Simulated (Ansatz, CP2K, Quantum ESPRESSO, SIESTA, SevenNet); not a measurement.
**Amorphous HfO2 at 7.31 g/cm³ (78 atoms): one relaxed cell, several methods**

What does relaxation change in amorphous HfO2 at 7.31 g/cm³ (78 atoms), and how far do other programs agree with plane waves on the relaxed cell?

All numbers are calculated, not measured.

## (1) Set-up

The cell holds 78 atoms (26 Hf and 52 O), with edges of 10.75, 10.75 and 10.75 Å. Recipe: 78 atoms (26 Zr, 52 O) placed at random at 4.28 g/cm³, melted at 5000 K for 10 ps at fixed volume with the Morse and Coulomb pair potential with partial charges (Pedone, Malavasi, Menziani, Cormack and Segre, J. Phys. Chem. B 110, 11780 (2006)). Quenched from 5000 K to 300 K at 50 K/ps and fixed volume, held 5 ps, then minimised at fixed cell. Then Zr was replaced by Hf (the potential has no terms for the new elements, so the cell is a start for a DFT relaxation). Then the atoms were relaxed with SevenNet 0 in the fixed cell. Then the atoms were relaxed with CP2K double zeta, PBE.

## (2) The relaxation

CP2K double zeta (DZVP-MOLOPT-SR, GTH-PBE potentials, 480 Ry; k-points Γ) took 22 geometry steps and reached its thresholds. It started from the geometry that SevenNet 0 had relaxed.

The job ended after 23 min (4 MPI ranks of Arm Neoverse V1, shared host; peak memory 3.3 GiB; 1.5 h of CPU time).

```tsv
	before	after
energy (meV/atom)	0	-5.1
Hf-O bonds under 2.82 Å	146 at 2.127 Å	146 at 2.126 Å
```

Atoms moved by 0.05 Å r.m.s. and 0.14 Å at most, with the common shift taken off.

## (3) Local order after relaxation

Density 7.31 g/cm³, 15.94 Å³ an atom.

g(r), total and by pair (bins of 0.2 Å):

```tsv
r (Å)	total	O-O	O-Hf	Hf-Hf
1.90	1.27	0.00	2.87	0.00
2.10	3.10	0.00	6.99	0.00
2.30	0.76	0.00	1.71	0.00
2.50	0.26	0.34	0.23	0.00
2.70	0.84	1.69	0.20	0.00
2.90	1.41	3.17	0.00	0.00
3.10	1.25	2.56	0.19	0.30
3.30	0.87	1.25	0.20	2.00
3.50	0.82	0.87	0.63	1.44
3.70	1.17	0.61	0.99	4.15
3.90	0.97	0.55	1.10	2.15
4.10	1.08	0.80	1.17	1.85
4.30	0.92	0.81	1.25	0.08
4.50	0.78	0.58	1.13	0.21
4.70	0.96	0.63	1.40	0.46
4.90	0.98	0.70	1.40	0.42
5.10	0.94	0.95	1.07	0.40
5.30	1.07	1.20	1.07	0.52
```

Bonds by pair of elements; cutoffs follow the first minimum of g(r), held within bounds set by covalent radii, and pairs that aren't listed don't count as bonded:

```tsv
pair A-B	cutoff (Å)	bonds	mean length (Å)	spread (Å)	shortest (Å)	B about A	A about B
O-Hf	2.82	146	2.13	0.156	1.90	2.81	5.62
```

How many atoms have how many bonded neighbours:

```tsv
element	mean	2	3	4	5	6	7
Hf	5.62	0	0	1	9	15	1
O	2.81	13	36	3	0	0	0
```

Bond angles (no mean is given where the spread exceeds 20°):

```tsv
angle	count	mean (°)	spread (°)
O-Hf-O	342	-	-
Hf-O-Hf	139	119	17.8
```

Bond length by coordination (bonds to H left out):

```tsv
element	coordination	atoms	mean bond length (Å)
Hf	4	1	1.96
Hf	5	9	2.09
Hf	6	15	2.15
Hf	7	1	2.22
O	2	13	1.97
O	3	36	2.15
O	4	3	2.29
```

For some of the pairs, g(r) has its first main peak near 2.9 Å (O-O) and 2.1 Å (O-Hf). With the cutoffs above, 58 % of Hf atoms have 6 and 69 % of O atoms have 3 bonded neighbours. Bonds at O atoms with 2 neighbours average 1.97 Å, against 2.29 Å at those with 4.

## (4) The plane-wave reference

Quantum ESPRESSO 7.5: Kohn-Sham DFT, PBE, SSSP efficiency 1.3.0 pseudopotentials, plane waves. Its input for the relaxed cell:

```
&control
  calculation = 'scf'
  pseudo_dir = './pseudo'
  outdir = './tmp'
  disk_io = 'none'
  tprnfor = .true.
  tstress = .true.
/
&system
  ibrav = 0
  nat = 78
  ntyp = 2
  ecutwfc = 60
  ecutrho = 480
  nosym = .true.
  occupations = 'smearing'
  smearing = 'fd'
  degauss = 0.003675
/
&electrons
  conv_thr = 3.9e-07
  electron_maxstep = 100
  mixing_beta = 0.4
  mixing_mode = 'plain'
  diagonalization = 'david'
/
ATOMIC_SPECIES
Hf 178.490 Hf.upf
O 15.999 O.upf
CELL_PARAMETERS angstrom
10.75250 0.00000 0.00000
0.00000 10.75250 0.00000
0.00000 0.00000 10.75250
ATOMIC_POSITIONS crystal
Hf 0.48348 0.60183 0.96446
Hf 0.73275 0.14586 0.08023
Hf 0.84587 0.75938 0.46280
[... 73 atom lines left out ...]
O 0.75533 0.93697 0.21466
O 0.57613 0.21598 0.72982
K_POINTS gamma
```

It took 4.1 min on 4 MPI ranks of Arm Neoverse V1, shared host; peak memory 3.8 GiB.

## (5) Side by side

CPU times are from a shared host and are rough.

```
                level                    basis or training data  k-points  own r.m.s. force (meV/Å)  difference from the reference (meV/Å)  pressure (GPa)  Kohn-Sham gap (eV)  CPU time  memory (GiB)
              QE, PBE   plane waves, SSSP efficiency, 60/480 Ry         Γ                       129                                      -           -4.39                3.99    16 min           3.8
CP2K triple zeta, PBE     TZV2P-UZH, GTH-PBE potentials, 600 Ry         Γ                        83                                    109           -7.03                4.01    14 min           6.8
      SIESTA DZP, PBE  DZP orbitals, shift 0.01 Ry, mesh 400 Ry         Γ                       225                                    123           -3.05                3.87   6.2 min           2.3
           SevenNet 0        trained on PBE(+U) plane-wave data         -                       151                                     80           -4.43                   -     8.7 s          0.84
```

The gap is the spacing of the highest filled and lowest empty Kohn-Sham level on the mesh; a dash marks partly filled levels, a spacing under 0.15 eV or a method without such levels.

## (6) Outcome

Relaxation in the fixed cell lowers the energy by 5 meV/atom at its own level and moves atoms by up to 0.14 Å. The reference finds an r.m.s. force of 129 meV/Å there and a pressure of -4.39 GPa, at a geometry that CP2K double zeta made. Forces differ from the reference's by 80 meV/Å (SevenNet 0), 109 meV/Å (CP2K triple zeta, PBE) and 123 meV/Å (SIESTA DZP, PBE).

CP2K double zeta is at its own minimum here, so the reference's force is itself a measure of how the two differ. Pressures lie -0.0 GPa (SevenNet 0), -2.6 GPa (CP2K triple zeta, PBE) and +1.3 GPa (SIESTA DZP, PBE) from the reference's. The highest filled and lowest empty levels lie 3.99 eV apart in the reference, against 4.01 eV in CP2K triple zeta, PBE and 3.87 eV in SIESTA DZP, PBE. With the cutoffs above, 58 % of Hf atoms have 6 and 69 % of O atoms have 3 bonded neighbours.

**Limits.** The density was set by the recipe and held. One sample of a disordered cell; defect or tail levels can set the gap. Gaps are read on the mesh, which holds the band edges only if they fold onto it, and semilocal functionals tend to put them under measured ones. The quench rate of 50 K/ps is many orders above laboratory rates, so the cell is likely richer in defects and strain than a real sample. The reference samples only Γ, in a cell whose shortest periodic width is 11 Å. Spin–orbit coupling is left out, which matters for the levels of the heavy elements. The plane-wave runs aren't exact: their cutoffs and mesh weren't converged further here. SIESTA's automatically made basis is far from complete, and its potentials were converted by us (checked for H, C, O, Si, Ge and Ca alone). Where levels are smeared, the DFT runs use Fermi–Dirac occupations at 580 K (0.05 eV), and energies are free energies.

[Logs are printed without paths, hosts, clocks, repeated set-up lines and the standing remarks that a program may print on its own settings, such as how far it seeks lower states.]

[Hosts, paths, dates, database ids (printed as entryN), source tags and the programs' standing remarks are cut or masked in the printed files.]
